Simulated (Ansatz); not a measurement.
# An extra electron or hole in a frame of liquid hydrogen fluoride from 273 K (116 atoms), part 2 of 4

Does an extra electron or hole in a frame of liquid hydrogen fluoride from 273 K (116 atoms) stay spread out, or do the atoms trap it?

Ansatz 0.2.0; Kohn-Sham DFT, PBEsol, PAW (set soft_2), plane waves.

The cell: 58 F and 58 H. The starting topology of bonds comes from the classical model. Sampling is at Γ alone, for a cell whose shortest periodic width is 12 Å. The liquid is relaxed first.

So far. Step 2 (Single point at the start): The r.m.s. force at the start is 0.78 eV/Å. Step 3 (Relaxation): The relaxation converged after 43 steps, 12.0 eV below its start, with a largest force component of 0.039 eV/Å.

## (4) Single point at the relaxed geometry

One more single point at the end of the walk gives the fuller output and checks the residual forces.

File input.yaml:

```yaml
crystal:
  lattice:
    - [12.43539, 0.0, 0.0]
    - [0.0, 12.43539, 0.0]
    - [0.0, 0.0, 12.43539]
  atoms:
    - { symbol: F, position: [0.75744, 0.77969, 0.03882] }
    - { symbol: H, position: [0.74188, 0.71069, 0.99598] }
    - { symbol: F, position: [0.49811, 0.21107, 0.85962] }
    - { symbol: H, position: [0.54984, 0.14825, 0.87095] }
    - { symbol: F, position: [0.02346, 0.12016, 0.28076] }
    - { symbol: H, position: [0.95809, 0.14471, 0.32434] }
    [... 104 atom lines left out ...]
    - { symbol: F, position: [0.25791, 0.57764, 0.65425] }
    - { symbol: H, position: [0.2971, 0.57383, 0.58309] }
    - { symbol: F, position: [0.43601, 0.16541, 0.60616] }
    - { symbol: H, position: [0.36324, 0.1878, 0.63778] }
    - { symbol: F, position: [0.23264, 0.23742, 0.86059] }
    - { symbol: H, position: [0.17969, 0.18929, 0.89962] }
kpoints:
  mp_grid: { grid: [1, 1, 1] }
hamiltonian:
  xc: pbesol
scf:
  occupations: { method: fermi_dirac, width: 0.05 }
output:
  forces: true
  stress: true
  populations: intrinsic
  dos:
    method: { smearing: { sigma: 0.1 } }
    de: 0.1
    projected: { site_lists: { F: [F], H: [H] } }
  eigenvalues: true
  write_density: true
  write_potential: true
  volumetric_format: npy
  elf: true
```

Run with:

```bash
$ ansatz run input.yaml --threads 4 --pin off --max-ram 8192MiB --backend cpu --events-out ev --progress --plain --runs-dir out
```

What it wrote:

```text
[...]
Crystal: 116 atoms, lattice volume = 1922.995 Å³
Basis set: ecut = 420 eV, 37529 PW (Γ), exchange–correlation on 180×180×180 points (8 copies of the dense FFT grid, shifted against one another)
Bands: 348, of which v1, the nominal top of the filled ones, is band 232 counted from 1 (231 counted from 0)
Symmetry: 1 space group operations
[...]
k-points: 1
[...]
SCF iter   1: F=—  HF=-47360.186294 eV  |F-HF|=—  |Δ(HF+E_count)|=         —  Δρ=5.89e-3  dr2=3.09e-1  ethr=1.77e-3  ⟨swp⟩=5.0  Hψ=1313  notcnv=0  defer=97
[...]
SCF iter   7: F=-47360.223827 eV  HF=-47360.223827 eV  |F-HF|=1.02e-7  |Δ(HF+E_count)|=   6.29e-7  Δρ=3.09e-6  dr2=7.64e-8  ethr=2.16e-11  ⟨swp⟩=27.0  Hψ=3816  notcnv=0
SCF 1 converged in 7 iterations: F = -47360.223827 eV  dr2 = 7.64e-8
[...]
WARN: The output density's exchange-correlation potential varies sharply where the density is thin. Do not read a vacuum level from v_tot or v_xc, or from such a field of the output density. On a cell that repeats whose density bears no net charge and no dipole along the vacuum's axis use v_es (v_loc + v_h of the components); [...]
SCF converged after 7 iterations
Free energy (F): -47360.223827 eV
[...]
Internal energy: -47360.223827 eV  (E = F + TS)
E sigma→0 (E₀):  -47360.223827 eV
Fermi energy:    -2.552732 eV
[...]
--- Forces (eV/Å), atoms counted from 1 ---
  atom   1  F      0.00038255    -0.00687670    -0.00299631
  atom   2  H      0.00186162     0.00650509     0.00184735
  atom   3  F      0.00266372    -0.00433967    -0.00136456
  atom   4  H     -0.00262340     0.00495017    -0.00115261
  atom   5  F      0.00472792     0.00146005    -0.01142070
  atom   6  H     -0.00401681     0.00617144     0.00461540
  atom   7  F      0.00001954     0.00409567    -0.00364982
  atom   8  H     -0.00028002    -0.00161404     0.00207111
  atom   9  F      0.00083578    -0.00210319     0.00028554
  atom  10  H     -0.00050212     0.00027426    -0.00095013
  atom  11  F     -0.00368674    -0.00168901     0.02066935
  atom  12  H      0.00417167     0.00383752    -0.00866305
  atom  13  F     -0.00801110    -0.00785342     0.02168907
  atom  14  H     -0.00211316    -0.00035694    -0.01124778
[...]
atom 115  F     -0.00832092    -0.00770926     0.01043806
  atom 116  H      0.00654480    -0.00384309    -0.00903560
  max |Σ_I F_I| component: 1.03e-4 eV/Å
--- Stress (GPa, compression-positive) ---
       -0.078551       0.000439       0.067671
        0.000439      -0.028985      -0.017912
        0.067670      -0.017912      -0.283183
  P = ⅓ Tr σ = -0.1302 GPa (-1.302 kbar)
--- Band table (eV) ---
[...]
--- intrinsic populations: 116 sites ---
  site symbol       q [e]
     0      F      7.4570
     1      H      0.5387
     2      F      7.4552
[...]
115      H      0.5372
  spilling = 0.000000 (of n_electrons = 464.000000)
```

It took 27 s on 4 threads of Arm Neoverse V1, shared host; peak memory 2.2 GiB; 1.7 min of CPU time.

The program notes that the exchange-correlation potential is rough where the density is thin.

The run gave:

- free energy: -47360.2238 eV
- free energy per atom: -408.2778 eV/atom
- SCF cycles: 7
- pressure: -0.1302 GPa
- r.m.s. force component: 0.00795 eV/Å
- longest force: 0.05477 eV/Å
- Fermi energy: -2.553 eV
- gap (highest filled to lowest empty level): 7.923 eV

Intrinsic-atomic-orbital charges by element and coordination:

```csv
element,coordination,atoms,mean charge (e),spread,least,most
F,all,58,-0.461,0.0039,-0.471,-0.453
H,all,58,0.461,0.0029,0.456,0.468
```

States in the cell by windows of 1 eV, zero at the Fermi level; the larger projections on atomic orbitals stand beside the total:

```csv
from (eV),to (eV),total,F p,H s
-18,-11,0.0,0.0,0.0
-11,-10,17.7,13.0,4.1
-10,-9,31.9,24.0,6.1
-9,-8,19.6,15.5,2.6
-8,-7,26.6,22.1,2.3
-7,-6,20.2,17.4,1.1
-6,-5,25.6,25.4,0.0
-5,-4,203.4,202.3,0.2
-4,-3,3.1,3.0,0.0
-3,3,0.0,0.0,0.0
3,4,1.2,0.1,0.7
4,5,1.1,0.1,0.6
```

Between -26 and -18 eV lie 116 more states.

The levels nearest the highest filled one (over half full), pooled over k-points and spins:

```csv
level less the highest filled one (eV),occupation
-0.168,2
-0.154,2
-0.14,2
-0.138,2
-0.118,2
0,2
7.92,0
9.04,0
9.05,0
9.12,0
9.13,0
9.19,0
```

Electrostatic potential energy in the ac plane at fractional y = 0.227, with atoms of F and H within 0.2 Å of it. With pseudopotentials it is smooth inside the atoms' cores, unlike the true potential.

Ten even steps from '0' (-38 eV) to '9' (4 eV), each cell a mean:
```
99999999999999999999999855741446999
99999888899999999899999999875000599
99999851029999994127999999998412799
99999960018999982005999999999989999
99999996468999998679999999999999999
99999997207999999999999999999999999
99999998304899999999999999999999999
99999997100688999999999999999999999
99999999523777889999999999999999999
99999999999988878999999999999999999
99999999999999985589999999999999999
99999999999999972168999999999999999
99999999999999996216999999999989999
99999999989999998646899999999988999
99999998536999999851689999999845899
99999985137999999974689999999967999
99999986369999999996478899999999999
99999999899999999999872278999999999
99999999999999999999985323899999999
88999999999999999999998745899999999
22699999999998668999999877899999998
00499999999997116899999845899999996
77899999999998778999999622699999999
99999999999999999999999400388899999
```
Columns run along a (12.4 Å; values clipped at the 3rd and 97th percentile), rows up along c (12.4 Å). Atoms in or near the plane, at fractional coordinates: F at (0.50, 0.86), H at (0.23, 0.33), F at (0.27, 0.67), H at (0.25, 0.76), H at (0.55, 0.38), F at (0.87, 0.92), H at (0.80, 0.97), H at (0.48, 0.52), H at (0.42, 0.10), H at (0.65, 0.25), F at (0.23, 0.86).

Valence density in the ac plane at fractional y = 0.227, with atoms of F and H within 0.2 Å of it. It is the smooth field of the valence electrons, not physical close to the nuclei.

Values in units of 1e0 e/Å³, 13 rows by 16 columns, each cell a mean:
```
0.0 0.1 0.1 0.2 0.1 0.0 0.0 0.1 0.1 0.0 0.2 0.9 0.5 3.0 3.3 0.1
0.0 0.0 0.3 5.0 2.8 0.1 0.1 2.9 4.1 0.2 0.0 0.0 0.1 1.9 2.2 0.1
0.0 0.0 0.1 1.4 0.9 0.1 0.0 0.8 1.1 0.1 0.0 0.0 0.0 0.0 0.0 0.0
0.0 0.0 0.0 0.8 3.0 0.4 0.0 0.0 0.0 0.0 0.0 0.0 0.0 0.0 0.0 0.0
0.0 0.0 0.0 1.1 4.7 0.6 0.3 0.3 0.0 0.0 0.0 0.1 0.0 0.1 0.0 0.0
0.0 0.0 0.0 0.0 0.1 0.1 0.3 0.5 0.2 0.0 0.0 0.0 0.1 0.3 0.3 0.0
0.0 0.0 0.0 0.0 0.0 0.0 0.1 1.0 1.9 0.2 0.0 0.0 0.0 0.1 0.1 0.0
0.0 0.0 0.0 0.3 1.0 0.2 0.0 0.4 1.2 0.3 0.0 0.0 0.0 0.5 0.7 0.1
0.0 0.0 0.1 0.7 1.1 0.1 0.0 0.0 0.5 1.0 0.2 0.0 0.0 0.5 0.7 0.1
0.0 0.0 0.1 0.2 0.1 0.0 0.0 0.0 0.2 0.6 0.8 0.8 0.1 0.0 0.0 0.0
0.5 0.1 0.0 0.0 0.0 0.0 0.1 0.1 0.0 0.0 0.6 1.9 0.3 0.0 0.0 0.1
4.3 0.7 0.0 0.0 0.0 0.1 0.6 0.8 0.1 0.0 0.2 0.6 0.1 0.0 0.0 0.6
0.4 0.1 0.0 0.0 0.0 0.0 0.1 0.2 0.1 0.0 1.1 5.2 0.7 0.1 0.1 0.1
```
Columns run along a (12.4 Å), rows up along c (12.4 Å). Atoms in or near the plane, at fractional coordinates: F at (0.50, 0.86), H at (0.23, 0.33), F at (0.27, 0.67), H at (0.25, 0.76), H at (0.55, 0.38), F at (0.87, 0.92), H at (0.80, 0.97), H at (0.48, 0.52), H at (0.42, 0.10), H at (0.65, 0.25), F at (0.23, 0.86).

The highest filled and lowest empty levels differ by 7.92 eV (at Γ alone); a semilocal functional tends to put such gaps too low. In a disordered cell it changes from sample to sample and from frame to frame. Mean intrinsic-atomic-orbital charges: F -0.46, H +0.46 e. The largest share in the top eV of filled states is F p (100 % of the projected weight), and in the lowest eV of empty states H s (78 % of the projected weight).

## (5) An extra electron, atoms held

The electron count changes by one with the atoms held: a vertical process, on a uniform background, with spin and a narrow Fermi–Dirac smearing. Its energy against the neutral cell hangs on the program's zero of potential.

File input.yaml:

```yaml
crystal:
  lattice:
    - [12.43539, 0.0, 0.0]
    - [0.0, 12.43539, 0.0]
    - [0.0, 0.0, 12.43539]
  atoms:
    [... the 116 atom lines of step 4 ...]
total_charge: -1
kpoints:
  mp_grid: { grid: [1, 1, 1] }
hamiltonian:
  xc: pbesol
scf:
  occupations: { method: fermi_dirac, width: 0.01 }
  lower_state_search: "off"
output:
  forces: true
  stress: true
  populations: true
  dos:
    method: { smearing: { sigma: 0.08 } }
    de: 0.1
    projected: { site_lists: { F: [F], H: [H] } }
  eigenvalues: true
  write_density: true
  write_potential: true
  volumetric_format: npy
magnetization:
  spin_polarized: true
  initial_magnetization: 1
```

What it wrote:

```text
[...]
Crystal: 116 atoms, lattice volume = 1922.995 Å³
Basis set: ecut = 420 eV, 37529 PW (Γ), exchange–correlation on 180×180×180 points (8 copies of the dense FFT grid, shifted against one another)
Bands: 349, of which v1, the nominal top of the filled ones, is band 233 counted from 1 (232 counted from 0)
Symmetry: 1 space group operations
[...]
k-points: 1
[...]
Starting moments: Σ|m| = 1 μB on 116 of 116 sites
[...]
SCF iter   1: F=—  HF=-47369.124719 eV  |F-HF|=—  |Δ(HF+E_count)|=         —  Δρ=3.04e-2 (↑2.97e-2 ↓3.04e-2)  dr2=4.03e1  dr2_m=5.87e-3  M=1.000 μB ∫|m|=1.007 μB  β_m=1.00  ethr=3.10e-3  ⟨swp⟩=6.0  Hψ=2708  notcnv=0  defer=198
[...]
spin=Collinear: Resta preconditioning applied to the charge; magnetization (m = ρ↑ − ρ↓) channel mixes plain (no charge-response kernel on spin).
SCF iter   2: F=—  HF=-47359.752390 eV  |F-HF|=—  |Δ(HF+E_count)|=         —  Δρ=1.46e-2 (↑1.46e-2 ↓1.46e-2)  dr2=7.80e0  dr2_m=1.79e-3  M=0.142 μB ∫|m|=0.185 μB  β_m=0.30  ethr=3.10e-3  ⟨swp⟩=2.0  Hψ=1116  notcnv=0  defer=220
[...]
SCF iter   7: F=—  HF=-47358.856769 eV  |F-HF|=—  |Δ(HF+E_count)|=   2.87e-4  Δρ=6.10e-5 (↑5.47e-5 ↓6.10e-5)  dr2=4.54e-5  dr2_m=2.26e-5  M=-0.011 μB ∫|m|=0.015 μB  β_m=0.30  ethr=3.16e-7  ⟨swp⟩=2.0  Hψ=840  notcnv=0  defer=220
[...]
spin-set hold released at iteration 7 (site moments contracting): the magnetisation degrees of freedom join the quasi-Newton model from the next iteration; the mixer history was flushed
SCF iter   8: F=—  HF=-47358.860582 eV  |F-HF|=—  |Δ(HF+E_count)|=   3.81e-3  Δρ=3.85e-5 (↑3.71e-5 ↓3.85e-5)  dr2=1.85e-5  dr2_m=9.49e-6  M=-0.003 μB ∫|m|=0.007 μB  β_m=0.56  ethr=9.77e-9  ⟨swp⟩=2.0  Hψ=1129  notcnv=0  defer=220
[...]
SCF iter  14: F=-47358.860843 eV  HF=-47358.860843 eV  |F-HF|=6.11e-10  |Δ(HF+E_count)|=   3.90e-9  Δρ=1.15e-7 (↑8.54e-8 ↓1.15e-7)  dr2=5.78e-11  dr2_m=1.60e-10  M=0.000 μB ∫|m|=0.000 μB  ethr=1.00e-12  ⟨swp⟩=6.0  Hψ=3759  notcnv=0
WARN: the starting moments were not kept: the SCF closed with an absolute magnetisation of 7.3e-5 μB, where they sum to 1 μB in size (116 sites). That is at most 0.1 of that sum. Measured as dr2_m measures the in/out step, that magnetisation stands 7.9e-12 eV from none, [...]
SCF 1 converged in 14 iterations: F = -47358.860843 eV  dr2 = 5.78e-11
[...]
WARN: The input density's exchange-correlation potential varies sharply where the density is thin. Do not read a vacuum level from v_tot or v_xc, or from such a field of the output density. On a cell that repeats whose density bears no net charge and no dipole along the vacuum's axis use v_es (v_loc + v_h of the components); [...]
SCF converged after 14 iterations
Magnetization: 0.0001 μB (232.5000 up, 232.5000 down)
Absolute magnetization: 0.0001 μB (∫|ρ↑−ρ↓|, with the PAW one-centre terms)
[...]
Per-site moments (μB) at R_I (Å): [(4.084484e-8, 0.424190), (3.682611e-8, 0.424190), (-5.607737e-9, 0.421462), (5.717650e-8, 0.421462), (-1.760947e-9, [...]
Free energy (F): -47358.860843 eV
[...]
Internal energy: -47358.846980 eV  (E = F + TS)
E sigma→0 (E₀):  -47358.853911 eV
Entropy (-TS):   -0.013863 eV (-0.120 meV/atom)
Fermi energy:    1.343898 eV
[...]
--- Forces (eV/Å), atoms counted from 1 ---
  atom   1  F     -0.01533198    -0.00091529     0.02274895
  atom   2  H     -0.00312322     0.01226864     0.00824350
  atom   3  F     -0.04310377     0.03211001    -0.01827878
  atom   4  H      0.01844292    -0.02356202     0.01005339
  atom   5  F      0.04065250    -0.02423040    -0.00694418
  atom   6  H     -0.01247867     0.00364551     0.00782142
  atom   7  F      0.01158668     0.01704729     0.04746443
  atom   8  H      0.00217819    -0.00616513    -0.00737969
  atom   9  F      0.02024278     0.04109723    -0.01497127
  atom  10  H     -0.02354813    -0.01579078     0.00469846
  atom  11  F      0.01146492    -0.00452365    -0.03116664
  atom  12  H     -0.00887964     0.00748926    -0.00004853
  atom  13  F     -0.01592362    -0.05055370    -0.01846137
  atom  14  H      0.00494295     0.03294648     0.00328207
[...]
atom 115  F      0.01685972     0.04106360     0.00024244
  atom 116  H     -0.01225733    -0.02941021     0.01662078
  max |Σ_I F_I| component: 7.66e-6 eV/Å
--- Stress (GPa, compression-positive) ---
        0.045318       0.010310       0.039730
        0.010310       0.069130       0.003584
        0.039730       0.003584      -0.111153
  P = ⅓ Tr σ = 0.0011 GPa (0.011 kbar)
--- Band table (eV) ---
[...]
--- Löwdin populations: 116 sites ---
  site symbol       q [e]    m [muB]
     0      F      7.4161     0.0000
     1      H      0.5417     0.0000
     2      F      7.4152     0.0000
[...]
115      H      0.5402     0.0000
  spilling = 0.006733 (of n_electrons = 465.000000)
```

Run time: 94 s. Hardware: 4 threads; peak memory 3.6 GiB.

The program notes that starting moments were not kept.

An extra electron, atoms held: the energy stands 1.36 eV above that of the reference. An odd electron should give 1 μB; this run ended with the carrier shared between both spins.

The levels nearest the highest filled one (over half full), pooled over k-points and spins:

```csv
level less the highest filled one (eV),occupation
-7.91,1
-7.91,1
0,0.5
0,0.5
1.12,0
1.12,0
1.13,0
1.13,0
```

## (6) An extra electron, atoms relaxed

The atoms now respond to the charge; the energy gained comes from screening by the atoms, from trapping if the charge localises, and from any strain left in the reference.

input.yaml, the sections that differ from step 5:

```yaml
output:
  forces: true
relax:
  f_tol: 0.05
  max_steps: 90
# crystal, total_charge, kpoints, hamiltonian, scf, magnetization: as in step 5
```

What it wrote:

```text
[...]
Crystal: 116 atoms, lattice volume = 1922.995 Å³
Basis set: ecut = 420 eV, 37529 PW (Γ), exchange–correlation on 180×180×180 points (8 copies of the dense FFT grid, shifted against one another)
Bands: 349, of which v1, the nominal top of the filled ones, is band 233 counted from 1 (232 counted from 0)
Symmetry: 1 space group operations
[...]
k-points: 1
[...]
Starting moments: Σ|m| = 1 μB on 116 of 116 sites
[...]
SCF iter   1: F=—  HF=-47369.124717 eV  |F-HF|=—  |Δ(HF+E_count)|=         —  Δρ=3.04e-2 (↑2.97e-2 ↓3.04e-2)  dr2=4.03e1  dr2_m=5.87e-3  M=1.000 μB ∫|m|=1.007 μB  β_m=1.00  ethr=3.10e-3  ⟨swp⟩=6.0  Hψ=2708  notcnv=0  defer=198
[...]
SCF iter  10: F=-47358.860842 eV  HF=-47358.860842 eV  |F-HF|=5.22e-7  |Δ(HF+E_count)|=   7.78e-6  Δρ=3.05e-6 (↑2.53e-6 ↓3.05e-6)  dr2=1.13e-7  dr2_m=9.19e-8  M=0.000 μB ∫|m|=0.001 μB  ethr=2.71e-10  ⟨swp⟩=1.0  Hψ=1652  notcnv=0
[...]
SCF 1 converged in 10 iterations: F = -47358.860842 eV  dr2 = 1.13e-7
[...]
relax step   1: F+E_penalty+E_count = -47358.86084242 eV  Δ(F+E_penalty+E_count) = +0.000e0 eV  max|allowed force component| = 6.586e-2 eV/Å  Δτ_max = 0.0000 Å  (10 SCF iters, dr2 threshold 6.25e-5 eV, accepted)
[...]
Starting moments: Σ|m| = 1 μB on 116 of 116 sites; this step starts from the density that it was given
[...]
SCF iter   7: F=-47358.865772 eV  HF=-47358.865772 eV  |F-HF|=1.04e-8  |Δ(HF+E_count)|=   1.89e-8  Δρ=6.35e-7 (↑6.35e-7 ↓5.94e-7)  dr2=1.24e-8  dr2_m=8.46e-11  M=-0.000 μB ∫|m|=0.000 μB  ethr=2.15e-11  ⟨swp⟩=4.0  Hψ=1886  notcnv=0
the starting moments were not kept: the SCF closed with an absolute magnetisation of 1.9e-5 μB, where they sum to 1 μB in size (116 sites). That is at most 0.1 of that sum. Measured as dr2_m measures the in/out step, that magnetisation stands 6.7e-12 eV from none, at or under the dr2_threshold of 1.0e-7 eV: it is no larger than a step whose dr2_m would equal this threshold.
SCF 2 converged in 7 iterations: F = -47358.865772 eV  dr2 = 1.24e-8
[...]
relax step   2: F+E_penalty+E_count = -47358.86577212 eV  Δ(F+E_penalty+E_count) = -4.930e-3 eV  max|allowed force component| = 3.498e-2 eV/Å  Δτ_max = 0.0149 Å  (7 SCF iters, accepted)
SCF converged after 7 iterations
Magnetization: -0.0000 μB (232.5000 up, 232.5000 down)
Absolute magnetization: 0.0000 μB (∫|ρ↑−ρ↓|, with the PAW one-centre terms)
[...]
Per-site moments (μB) at R_I (Å): [(-4.564618e-8, 0.424304), (2.618270e-8, 0.424304), (-1.610591e-7, 0.421890), (6.068990e-8, 0.421890), (-1.506664e-7, 0.422537), [...]
Free energy (F): -47358.865772 eV
[...]
Internal energy: -47358.851909 eV  (E = F + TS)
E sigma→0 (E₀):  -47358.858841 eV
Entropy (-TS):   -0.013863 eV (-0.120 meV/atom)
Fermi energy:    1.338361 eV
[...]
--- Forces (eV/Å), atoms counted from 1 ---
  atom   1  F     -0.01108125    -0.01017838     0.00949911
  atom   2  H     -0.00034230     0.01813117     0.01100078
  atom   3  F     -0.01252136     0.00904646    -0.00842533
  atom   4  H      0.00298172    -0.00386687     0.00366361
  atom   5  F      0.01261130    -0.01057634     0.00112801
  atom   6  H      0.00337925    -0.00180527    -0.00163721
  atom   7  F     -0.00147394     0.02486390     0.01561385
  atom   8  H      0.00845344    -0.01934224     0.00865527
  atom   9  F      0.00304496     0.01823790    -0.00316625
  atom  10  H     -0.00769066    -0.00675339    -0.00138188
  atom  11  F     -0.00324944    -0.00926363    -0.01520142
  atom  12  H      0.00314356     0.00978658    -0.00474070
  atom  13  F     -0.00770843    -0.02286112    -0.00488774
  atom  14  H     -0.00051522     0.01331796    -0.00235809
[...]
atom 115  F      0.00562385     0.02145045     0.00363674
  atom 116  H     -0.00540017    -0.01391492     0.00855963
  max |Σ_I F_I| component: 4.65e-5 eV/Å
--- Relaxed structure (2 steps of the walk, 2 accepted, 0 SCFs on fresh bases) ---
  F+E_penalty+E_count = -47358.86577212 eV   max|allowed force component| = 3.498e-2 eV/Å
  atoms:
    - { symbol: F, position: [0.757582, 0.779471, 0.038879] }
    - { symbol: H, position: [0.742117, 0.710369, 0.996126] }
    - { symbol: F, position: [0.498357, 0.210529, 0.859146] }
    - { symbol: H, position: [0.550166, 0.147720, 0.870773] }
[...]
- { symbol: H, position: [0.179835, 0.190132, 0.899650] }
```

Wall time 59 s (4 threads); peak memory 3.5 GiB.

The relaxation converged after 2 steps, 0.00493 eV below its start, with a largest force component of 0.035 eV/Å.

An extra electron, atoms relaxed: the energy stands 1.36 eV above that of the reference. An odd electron should give 1 μB; this run ended with the carrier shared between both spins.

[end of part 2 of 4]

[Long decimals in the printed logs are rounded to 6 places.]

[Logs are printed without paths, hosts, clocks, repeated set-up lines and the standing remarks that a program may print on its own settings, such as how far it seeks lower states.]

[Hosts, paths, dates, database ids (printed as entryN), source tags and the programs' standing remarks are cut or masked in the printed files.]
